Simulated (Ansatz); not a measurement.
**What SrLiH3 (model cell, started as cubic perovskite with Sr in the octahedra) distorts into**

Wanted: the energy along a soft mode of SrLiH3 (model cell, started as cubic perovskite with Sr in the octahedra) and the structure at the end.

Method: DFT PBEsol, scalar-relativistic, plane waves, PAW; PAW set soft_1, in Ansatz 0.2.0.

The structure was built from a prototype and need not be the compound's stable phase.

## 1. Starting point

Symmetry: Pm-3m, No. 221, cubic system. The conventional cell has a = 4.592 Å, b = 4.592 Å, c = 4.592 Å, α = 90.00°, β = 90.00°, γ = 90.00°. Nearest to Li lie 12 H at 3.25 Å. Nearest to Sr lie 6 H at 2.30 Å. H has 2 Sr at 2.30 Å nearest. Farther neighbours are not listed.

## 2. The dispersion

The cell comes from relaxations at this level that are not shown. Stability and thermal properties need the whole zone. Linear response on a 4×4×4 q mesh gives force constants as far as a supercell of that size would, and the tensors from the zone-centre run are typed in so that the long-range dipole term is interpolated apart.

The input, input.yaml:

```yaml
crystal:
  lattice:
    - [4.5923518809, 0.0, 0.0]
    - [0.0, 4.5923518809, 0.0]
    - [0.0, 0.0, 4.5923518809]
  atoms:
    - { symbol: Li, position: [0.0, 0.0, 0.0] }
    - { symbol: Sr, position: [0.5, 0.5, 0.5] }
    - { symbol: H, position: [0.5, 0.5, 0.0] }
    - { symbol: H, position: [0.5, 0.0, 0.5] }
    - { symbol: H, position: [0.0, 0.5, 0.5] }
kpoints:
  mp_grid: { grid: [8, 8, 8] }
hamiltonian:
  xc: pbesol
  pseudopotentials: { kind: paw, azcp: { folder: soft_1 }, xc_functional: pbe }
scf:
  occupations: { method: fixed }
output:
  eigenvalues: true
phonons:
  method: dfpt
  qmesh: [4, 4, 4]
  temperatures: { t_max: 1000, t_step: 50 }
  qpath:
    path:
      - [[0.0, 0.0, 0.0], [0.0, 0.5, 0.0], [0.5, 0.5, 0.0], [0.0, 0.0, 0.0], [0.5, 0.5, 0.5], [0.0, 0.5, 0.0]]
      - [[0.5, 0.5, 0.5], [0.5, 0.5, 0.0]]
    npoints: 10
  non_analytic_term:
    high_frequency_dielectric_tensor: [[3.8413, 0.0, 0.0], [0.0, 3.8413, 0.0], [0.0, 0.0, 3.8413]]
    born_effective_charges:
      - { species: Li, tensor: [[1.4247, 0.0, 0.0], [0.0, 1.4247, 0.0], [0.0, 0.0, 1.4247]] }
      - { species: Sr, tensor: [[1.5962, 0.0, 0.0], [0.0, 1.5962, 0.0], [0.0, 0.0, 1.5962]] }
      - { species: H, tensor: [[-1.0174, 0.0, 0.0], [0.0, -1.0174, 0.0], [0.0, 0.0, -0.986]] }
      - { species: H, tensor: [[-1.0174, 0.0, 0.0], [0.0, -0.986, 0.0], [0.0, 0.0, -1.0174]] }
      - { species: H, tensor: [[-0.986, 0.0, 0.0], [0.0, -1.0174, 0.0], [0.0, 0.0, -1.0174]] }
    source: "zone-centre run at this cell"
```

The run is started by

```bash
$ ansatz run input.yaml --threads 8 --pin off --max-ram 16384MiB --backend cpu --events-out ev --progress --plain --runs-dir out
```

Numbers of over 12 decimals in the logs are rounded to 6 here.

What it wrote:

```text
Engine: ansatz 0.2.0, x86_64-unknown-linux-gnu
Pseudopotentials: kind: paw
Pseudopotential: Li, paw, valence charge 3, recommended cutoff 420 eV (normal), soft_1/Li.paw.azcp
Pseudopotential: Sr, paw, valence charge 10, recommended cutoff 420 eV (normal), soft_1/Sr.paw.azcp
Pseudopotential: H, paw, valence charge 1, recommended cutoff 420 eV (normal), soft_1/H.paw.azcp
Functional definition: PBEsol
  exchange = pbesol_x
  correlation = pbesol_c
Crystal: 5 atoms, lattice volume = 96.851 Å³
Basis set: ecut = 420 eV, 1863 PW (Γ), exchange–correlation on 64×64×64 points (8 copies of the dense FFT grid, shifted against one another)
Bands: 13, of which v1, the nominal top of the filled ones, is band 8 counted from 1 (7 counted from 0)
Symmetry: 48 space group operations
k-points: 35 of 512
Non-local potential: Li, projectors of the file, l = 0: 3, l = 1: 2, l = 2: 1
Non-local potential: Sr, projectors of the file, l = 0: 3, l = 1: 2, l = 2: 2
Non-local potential: H, projectors of the file, l = 0: 2, l = 1: 1
PAW form: soft (Blöchl's): semilocal exchange-correlation on the pseudo side does not see the compensation charge
PAW frozen core: Sr, regenerated for the run's functional, and the local potential with it (the file was generated under x = pbe(κ = 0.804, μ = 0.219515), c = pbe(β = 0.066725))
PAW one-centre angular grid: Li, 110 points (default); XC on 64 Gauss nodes
PAW one-centre angular grid: Sr, 110 points (default); XC on 64 Gauss nodes
PAW one-centre angular grid: H, 110 points (default); XC on 64 Gauss nodes
Initial density: superposition of atomic densities (chi_scale 0.1, normalization cell, long waves kept (reshape's long-wave potential 0.00 eV rms))
Initial wavefunctions: pseudopotential atomic-orbital guess
Functional: x = pbesol(κ = 0.804, μ = 0.123457), c = pbesol(β = 0.046)
SCF iter   1: F=—  HF=-3743.739632 eV  |F-HF|=—  |Δ(HF+E_count)|=         —  Δρ=5.12e-2  dr2=3.90e0  ethr=3.10e-3  ⟨swp⟩=5.8  Hψ=2712  notcnv=0  defer=47
preconditioner: auto → Resta (q_TF=auto, 2.021 Å⁻¹)  ε∞=2.8  [insulator: Δε(μ)=3.078 eV  Ē_g=6.814 eV  n_scr=18 (ndim 8)  ℏωp=9.2 eV  f_vac=0.000  ε∞_Penn≈2.8]
SCF iter   2: F=—  HF=-3742.616168 eV  |F-HF|=—  |Δ(HF+E_count)|=    1.12e0  Δρ=2.02e-2  dr2=8.79e-1  ethr=3.10e-3  ⟨swp⟩=2.4  Hψ=974  notcnv=0  defer=82
SCF iter   3: F=—  HF=-3742.338712 eV  |F-HF|=—  |Δ(HF+E_count)|=   2.77e-1  Δρ=4.52e-3  dr2=2.53e-2  ethr=3.10e-3  ⟨swp⟩=2.6  Hψ=676  notcnv=0  defer=84
SCF iter   4: F=—  HF=-3742.336237 eV  |F-HF|=—  |Δ(HF+E_count)|=   2.48e-3  Δρ=6.81e-4  dr2=1.30e-3  ethr=1.58e-4  ⟨swp⟩=3.1  Hψ=747  notcnv=0  defer=95
SCF iter   5: F=—  HF=-3742.336102 eV  |F-HF|=—  |Δ(HF+E_count)|=   1.35e-4  Δρ=2.07e-4  dr2=7.18e-5  ethr=8.11e-6  ⟨swp⟩=2.5  Hψ=659  notcnv=0  defer=93
SCF iter   6: F=—  HF=-3742.336107 eV  |F-HF|=—  |Δ(HF+E_count)|=   4.77e-6  Δρ=2.38e-5  dr2=6.60e-7  ethr=4.49e-7  ⟨swp⟩=2.0  Hψ=552  notcnv=0  defer=90
SCF iter   7: F=—  HF=-3742.336111 eV  |F-HF|=—  |Δ(HF+E_count)|=   4.70e-6  Δρ=6.12e-6  dr2=2.20e-8  ethr=4.13e-9  ⟨swp⟩=2.3  Hψ=697  notcnv=0  defer=87
SCF iter   8: F=—  HF=-3742.336111 eV  |F-HF|=—  |Δ(HF+E_count)|=   1.45e-9  Δρ=8.74e-7  dr2=4.14e-10  ethr=1.38e-10  ⟨swp⟩=2.3  Hψ=693  notcnv=0  defer=87
SCF iter   9: F=—  HF=-3742.336111 eV  |F-HF|=—  |Δ(HF+E_count)|=  1.18e-10  Δρ=1.59e-7  dr2=2.59e-11  ethr=2.59e-12  ⟨swp⟩=2.8  Hψ=749  notcnv=0  defer=87
SCF iter  10: F=-3742.336111 eV  HF=-3742.336111 eV  |F-HF|=9.09e-13  |Δ(HF+E_count)|=  1.18e-11  Δρ=3.32e-8  dr2=6.26e-13  ethr=1.00e-12  ⟨swp⟩=14.1  Hψ=3559  notcnv=0
SCF 1 converged in 10 iterations: F = -3742.336111 eV  dr2 = 6.26e-13
  greatest PAW one-centre occupation: 0.999 electrons in one spin orbital (limit 2), on the Li atom at site 0 (counted from 0), in its partial waves of l = 0
NSCF: frozen V_eff on 35 k-points
NSCF: frozen V_eff on 125 k-points
DFPT response loops at q = (0, 0, 0) (fractional): preconditioner auto → none (the input reference at scf.mixing.eps_inf says where Resta's filter doesn't serve); β = 0.50; Broyden in place of MSR1
NSCF: frozen V_eff on 400 k-points
DFPT response loops at q = (0, 0, 0.25) (fractional): preconditioner auto → Resta (q_TF=auto, 2.021 Å⁻¹)  ε∞=6.0 (no band partly filled); β = 1.00, the filter's whole step (`scf.mixing.beta` (0.50) is not read by the response loops at its default; to damp them type it under 1.00, their step now; it binds the ground state too); Broyden in place of MSR1
NSCF: frozen V_eff on 250 k-points
DFPT response loops at q = (0, 0, -0.5) (fractional): mixed as the last ones told, above
NSCF: frozen V_eff on 640 k-points
DFPT response loops at q = (0, 0.25, 0.25) (fractional): mixed as the last ones told, above
NSCF: frozen V_eff on 400 k-points
DFPT response loops at q = (0, 0.25, -0.5) (fractional): mixed as the last ones told, above
NSCF: frozen V_eff on 250 k-points
DFPT response loops at q = (0, -0.5, -0.5) (fractional): mixed as the last ones told, above
NSCF: frozen V_eff on 1024 k-points
DFPT response loops at q = (0.25, 0.25, 0.25) (fractional): mixed as the last ones told, above
NSCF: frozen V_eff on 640 k-points
DFPT response loops at q = (0.25, 0.25, -0.5) (fractional): mixed as the last ones told, above
NSCF: frozen V_eff on 400 k-points
DFPT response loops at q = (0.25, -0.5, -0.5) (fractional): mixed as the last ones told, above
NSCF: frozen V_eff on 250 k-points
DFPT response loops at q = (-0.5, -0.5, -0.5) (fractional): mixed as the last ones told, above
SCF converged after 10 iterations
Free energy (F): -3742.336111 eV
Harris-Foulkes:  -3742.336111 eV  (|F-HF|=9.09e-13)
Internal energy: -3742.336111 eV  (E = F + TS)
E sigma→0 (E₀):  -3742.336111 eV
Fermi energy:    0.738026 eV
--- Per-component energies (eV) ---
  E_band       = -243.462352
  E_kinetic    = 286.947527
  E_local      = -1053.219490  (includes V_loc(G=0)·N_el)
  E_nonlocal   = 216.412918
  E_hartree    = 283.489548
  E_xc         = -207.372334
  E_vxc        = -199.048531  (∫ρ·V_xc dr)
  E_paw        = -2664.141198  (= ΣΔE_a)
  E_vpaw       = -61.531470  (= ΣTr[D̂ρ^β])
  E_aug_tail   = -0.002412  (compensation charges beyond the density's cutoff)
  E_ewald      = -604.585018
  E_core_change = 0.134348  (= ΣΔE_core)
  E_smearing   = -0.000000  (= −TS)
  E_closure    = 0.000000  (closes the sum)
  Σ components = -3742.336111   (vs F -3742.336111, Δ=0.00e0)
--- Band table (eV; the first three rows and the last of 35) ---
  k-point 0: bands = [... 4 lower, -14.1250, -2.5123, -0.2674, -0.2674, 5.8806, 5.8806, 5.8806, 6.0263, ... 1 higher]
  k-point 1: bands = [... 4 lower, -14.1241, -2.4050, -0.2470, -0.2257, 5.1991, 5.7756, 5.7756, 6.6173, ... 1 higher]
  k-point 2: bands = [... 4 lower, -14.1221, -2.1250, -0.1966, -0.1523, 4.6703, 5.5500, 5.5500, 6.9602, ... 1 higher]
  k-point 34: bands = [... 4 lower, -14.2346, 0.7380, 0.7380, 0.7380, 3.0032, 3.0032, 3.0032, 5.1840, ... 1 higher]
--- Phonons (Γ-DFPT): 4 representative perturbations + reference (Σ response iterations 13) ---
  ASR residual: 4.126e-5 → 0.000e0 eV/Å²; symmetrization residual: 1.535e-7 eV/Å²
  ASR residual per site (eV/Å²): 4.96e-7 4.13e-5 7.34e-6 7.34e-6 7.34e-6
  Γ frequencies (cm⁻¹): -421.12 -421.12 -421.12 -419.01 -419.01 -419.01 0.00 0.00 0.00 241.57 241.57 241.57 1287.21 1287.21 1287.21
--- Phonons (arbitrary-q DFPT): 10 irreducible q on the 4×4×4 mesh ---
  q = [0.0000, 0.0000, 0.0000] (star 1, of the zone-centre solve; hermiticity 4.51e-8, symmetrization 1.10e-13): -421.12 -421.12 -421.12 -419.01 -419.01 -419.01 -0.00 -0.00 0.00 241.57 241.57 241.57 1287.21 1287.21 1287.21
  q = [0.0000, 0.0000, 0.2500] (star 6, 9 solved perturbations in 1560 linear systems a pass and spin channel, the states on 200 of 512 k-point pairs; hermiticity 8.69e-8, symmetrization 6.52e-14): -409.74 -409.74 -380.72 -380.72 -359.67 37.15 37.15 86.87 139.79 211.85 211.85 431.98 1286.85 1286.85 1351.29
  q = [0.0000, 0.0000, -0.5000] (star 3, 9 solved perturbations in 975 linear systems a pass and spin channel, the states on 125 of 512 k-point pairs; hermiticity 8.10e-8, symmetrization 4.15e-8): -396.83 -396.83 -346.99 -346.99 -295.08 71.30 71.30 115.64 161.84 174.44 174.44 452.35 1286.48 1286.48 1362.63
  q = [0.0000, 0.2500, 0.2500] (star 12, 9 solved perturbations in 2460 linear systems a pass and spin channel, the states on 320 of 512 k-point pairs; hermiticity 6.43e-8, symmetrization 2.33e-14): -478.14 -380.44 -370.62 -357.00 -308.48 37.05 88.19 96.70 171.66 216.97 307.44 451.07 1286.51 1296.26 1357.13
  q = [0.0000, 0.2500, -0.5000] (star 12, 15 solved perturbations on 200 of 512 k-point pairs; hermiticity 7.92e-8, symmetrization 5.82e-9): -495.16 -370.48 -340.79 -323.31 -319.46 68.22 94.91 102.03 120.89 305.34 321.36 472.63 1286.16 1299.07 1367.38
  q = [0.0000, -0.5000, -0.5000] (star 3, 9 solved perturbations in 975 linear systems a pass and spin channel, the states on 125 of 512 k-point pairs; hermiticity 5.47e-8, symmetrization 1.25e-9): -553.53 -361.66 -361.66 -282.15 -282.15 -136.41 64.15 123.99 123.99 378.49 378.49 488.24 1285.84 1306.65 1375.75
  q = [0.2500, 0.2500, 0.2500] (star 8, 4 solved perturbations in 1376 linear systems a pass and spin channel, the states on 512 of 512 k-point pairs; hermiticity 4.28e-8, symmetrization 5.30e-14): -491.81 -465.52 -465.52 -280.29 -280.29 -135.78 108.73 112.93 112.93 377.16 377.16 469.02 1295.73 1295.73 1362.99
  q = [0.2500, 0.2500, -0.5000] (star 12, 9 solved perturbations in 2460 linear systems a pass and spin channel, the states on 320 of 512 k-point pairs; hermiticity 1.21e-7, symmetrization 6.43e-8): -508.71 -478.74 -471.80 -294.20 -272.68 -173.14 109.92 118.21 146.65 416.65 426.41 491.12 1295.22 1300.40 1372.56
  q = [0.2500, -0.5000, -0.5000] (star 6, 9 solved perturbations in 1560 linear systems a pass and spin channel, the states on 200 of 512 k-point pairs; hermiticity 7.72e-8, symmetrization 4.02e-8): -556.65 -495.71 -495.71 -283.36 -283.36 -224.40 116.43 146.76 146.76 473.72 473.72 507.34 1296.70 1306.09 1380.84
  q = [-0.5000, -0.5000, -0.5000] (star 1, 4 solved perturbations in 350 linear systems a pass and spin channel, the states on 125 of 512 k-point pairs; hermiticity 5.76e-8, symmetrization 2.47e-8): -559.76 -559.76 -559.76 -280.45 -280.45 -280.45 149.25 149.25 149.25 522.64 522.64 522.64 1305.53 1305.53 1388.56
  sum rule: each row above includes the acoustic sum rule's correction from the zone centre's row sums; it moved no ω² by more than (1.41 cm⁻¹)²
  mesh force constants: q→R imaginary residual 8.35e-19; ASR residual 4.126e-5 → 0.000e0 eV/Å²; symmetrization residual 7.105e-15 eV/Å²
  interpolated dispersion: 63 rows × 15 modes
  density of states and harmonic sums: on the 16×16×16 q-mesh, interpolated from the force constants of a 4×4×4 supercell (with the dipole–dipole term of supplied tensors)
  largest difference from the sums on the solved wave vectors: F 1.22e-3 eV, S 4.67e-6 and C_V 2.72e-6 eV/K
  zero-point energy: 0.338391 eV/cell   skipped modes (ω ≤ 0): 917, of them read as no rigid motion or as one in doubt: 914 (5.555e0 modes/cell left out, lowest -559.76 cm⁻¹)   left out of the sums: 3.70e-1 of the cell's modes: C_V's classical limit lies that fraction below 3 k_B per atom; for a crystal, a wire or a layer, F and S can be off by more, and a phonons.interpolated_qmesh denser along its periods is the remedy for the sampling
```

Run time: 2.1 min. Hardware: 8 threads of Intel Xeon at 2.60GHz (Ice Lake), shared host; peak memory 1.5 GiB.

Reading the cycles: dr2 is the Hartree energy of the density residual (eV), the measure of convergence; HF is the Harris–Foulkes estimate of the energy, which meets the free energy F at convergence.

Numbers from this step:

| Item | Value |
| --- | --- |
| gap on the k-mesh | 1.663 eV |
| volume per atom | 19.37 Å³ |
| sum-rule residual before enforcement | 4.13e-5 eV/Å² |
| lowest frequency on the path | -559.8 cm⁻¹ |
| point group | m-3m |
| highest frequency on the path or at a solved wavevector | 1389 cm⁻¹ |
| highest optical mode at the zone centre (no LO-TO term) | 1287 cm⁻¹ |
| lowest optical zone-centre mode | -421.1 cm⁻¹ |
| lowest mode on the q mesh (acoustic modes at Γ apart) | -559.8 cm⁻¹ |

Frequencies (cm⁻¹) solved at each irreducible wavevector; negative means imaginary. Frequencies by wavevector, by row:

```csv
q in reciprocal lattice units,star,mode 1,mode 2,mode 3,mode 4,mode 13,mode 14,mode 15
0 0 0,1,-421.1,-421.1,-421.1,-419,1287,1287,1287
0 0 0.25,6,-409.7,-409.7,-380.7,-380.7,1287,1287,1351
0 0 -0.5,3,-396.8,-396.8,-347,-347,1286,1286,1363
0 0.25 0.25,12,-478.1,-380.4,-370.6,-357,1286,1296,1357
0 0.25 -0.5,12,-495.2,-370.5,-340.8,-323.3,1286,1299,1367
0 -0.5 -0.5,3,-553.5,-361.7,-361.7,-282.1,1286,1307,1376
0.25 0.25 0.25,8,-491.8,-465.5,-465.5,-280.3,1296,1296,1363
0.25 0.25 -0.5,12,-508.7,-478.7,-471.8,-294.2,1295,1300,1373
0.25 -0.5 -0.5,6,-556.6,-495.7,-495.7,-283.4,1297,1306,1381
-0.5 -0.5 -0.5,1,-559.8,-559.8,-559.8,-280.4,1306,1306,1389
```

Interpolated from a 4×4×4 q mesh, with the LO-TO term (at Γ the limit along the path; where Γ stands inside the path, tables give the limit on arrival). Phonon branches along the path, in cm⁻¹:

```csv
point,branch 1,branch 2,branch 3,branch 4,branch 12,branch 13,branch 14,branch 15
Γ,-421,-421,-421,-419,412,1287,1287,1341
halfway,-410,-410,-381,-381,432,1287,1287,1351
X,-397,-397,-347,-347,452,1286,1286,1363
halfway,-495,-370,-341,-323,473,1286,1299,1367
M,-554,-362,-362,-282,488,1286,1307,1376
halfway,-478,-380,-371,-357,451,1286,1296,1357
Γ,-421,-421,-421,-419,412,1287,1287,1341
halfway,-492,-466,-466,-280,469,1296,1296,1363
R,-560,-560,-560,-280,523,1306,1306,1389
halfway,-509,-479,-472,-294,491,1295,1300,1373
X,-397,-397,-347,-347,452,1286,1286,1363
jump to R,-560,-560,-560,-280,523,1306,1306,1389
halfway,-557,-496,-496,-283,507,1297,1306,1381
M,-554,-362,-362,-282,488,1286,1307,1376
```

Symmetry leaves 10 wavevectors to solve. The lowest mode among them, the acoustic zeros apart, lies at q = (-0.5, -0.5, -0.5) and is imaginary, 559.8i cm⁻¹, so the energy falls along it.

## 3. The mode frozen in, largest atomic shift 0 Å

The mode followed lies at q = (0.25, -0.5, -0.5) with frequency 556.6i cm⁻¹, one of the unstable modes though not the softest. At small amplitude the distorted cell has space group no. 140 by a symmetry search on the positions. The undistorted cell that holds it gives the zero of energy on the same k mesh.

System of this step: SrLiH3 (model cell, started as cubic perovskite with Sr in the octahedra). Symmetry: Pm-3m, No. 221, cubic system. The conventional cell has a = 4.592 Å, b = 4.592 Å, c = 4.592 Å, α = 90.00°, β = 90.00°, γ = 90.00°. Nearest to Li lie 12 H at 3.25 Å. Nearest to Sr lie 6 H at 2.30 Å. Nearest to H lie 2 Sr at 2.30 Å. H has 2 Sr at 2.30 Å nearest. Farther neighbours are not listed.

The input, input.yaml:

```yaml
crystal:
  lattice:
    - [0.0, -4.5923518809, -4.5923518809]
    - [0.0, -4.5923518809, 4.5923518809]
    - [-9.1847037618, -4.5923518809, 0.0]
  atoms:
    - { symbol: Li, position: [0.75, 0.75, 0.5] }
    - { symbol: Li, position: [0.25, 0.25, 0.5] }
    - { symbol: Li, position: [0.5, 0.5, 0.0] }
    - { symbol: Li, position: [0.0, 0.0, 0.0] }
    - { symbol: Sr, position: [0.375, 0.875, 0.25] }
    - { symbol: Sr, position: [0.875, 0.375, 0.25] }
    - { symbol: Sr, position: [0.125, 0.625, 0.75] }
    - { symbol: Sr, position: [0.625, 0.125, 0.75] }
    - { symbol: H, position: [0.625, 0.625, 0.25] }
    - { symbol: H, position: [0.125, 0.125, 0.25] }
    - { symbol: H, position: [0.375, 0.375, 0.75] }
    - { symbol: H, position: [0.875, 0.875, 0.75] }
    - { symbol: H, position: [0.625, 0.125, 0.25] }
    - { symbol: H, position: [0.125, 0.625, 0.25] }
    - { symbol: H, position: [0.375, 0.875, 0.75] }
    - { symbol: H, position: [0.875, 0.375, 0.75] }
    - { symbol: H, position: [0.25, 0.75, 0.5] }
    - { symbol: H, position: [0.75, 0.25, 0.5] }
    - { symbol: H, position: [0.0, 0.5, 0.0] }
    - { symbol: H, position: [0.5, 0.0, 0.0] }
kpoints:
  mp_grid: { grid: [4, 4, 4] }
hamiltonian:
  xc: pbesol
  pseudopotentials: { kind: paw, azcp: { folder: soft_1 }, xc_functional: pbe }
scf:
  occupations: { method: gaussian, width: 0.02 }
output:
  forces: true
  stress: true
  eigenvalues: true
```

What it wrote:

```text
[...]
Crystal: 20 atoms, lattice volume = 387.405 Å³
Basis set: ecut = 420 eV, 7503 PW (Γ), exchange–correlation on 90×90×144 points (8 copies of the dense FFT grid, shifted against one another)
Bands: 52, of which v1, the nominal top of the filled ones, is band 32 counted from 1 (31 counted from 0)
Symmetry: 64 space group operations
[...]
k-points: 13 of 64
[...]
k-point 0: bands = [... 28 lower, 0.4736, 0.4736, 0.4736, 0.4736, 2.6464, 2.6464, 3.9297, 3.9297, ... 4 higher]
  k-point 1: bands = [... 28 lower, 0.3347, 0.4710, 0.6485, 0.6485, 2.4662, 2.8792, 3.2596, 3.2596, ... 4 higher]
  k-point 2: bands = [... 28 lower, 0.2843, 0.7381, 0.7383, 0.7383, 2.4012, 3.0032, 3.0032, 3.0033, ... 4 higher]
  k-point 12: bands = [... 28 lower, 0.1893, 0.1893, 0.2213, 0.2213, 2.6528, 2.6528, 4.0955, 4.0955, ... 4 higher]
[key lines of the parts left out:]
SCF converged after 8 iterations
Free energy (F): -14969.343969 eV
Fermi energy:    1.569722 eV
P = ⅓ Tr σ = -0.0012 GPa (-0.012 kbar)
```

Run time: 2.2 s. Hardware: 8 threads; peak memory 1.3 GiB; 15 s of CPU time.

This step gave:

* pressure: -0.001227 GPa
* energy from the undistorted cell: 0 meV/atom

At this level the gap is 1.66 eV on the k-mesh of the self-consistent run, which can miss the band edges.

(Part 1 of 3 ends here.)

[Logs are printed without paths, hosts, clocks, repeated set-up lines and the standing remarks that a program may print on its own settings, such as how far it seeks lower states.]

[Hosts, paths, dates, database ids (printed as entryN), source tags and the programs' standing remarks are cut or masked in the printed files.]
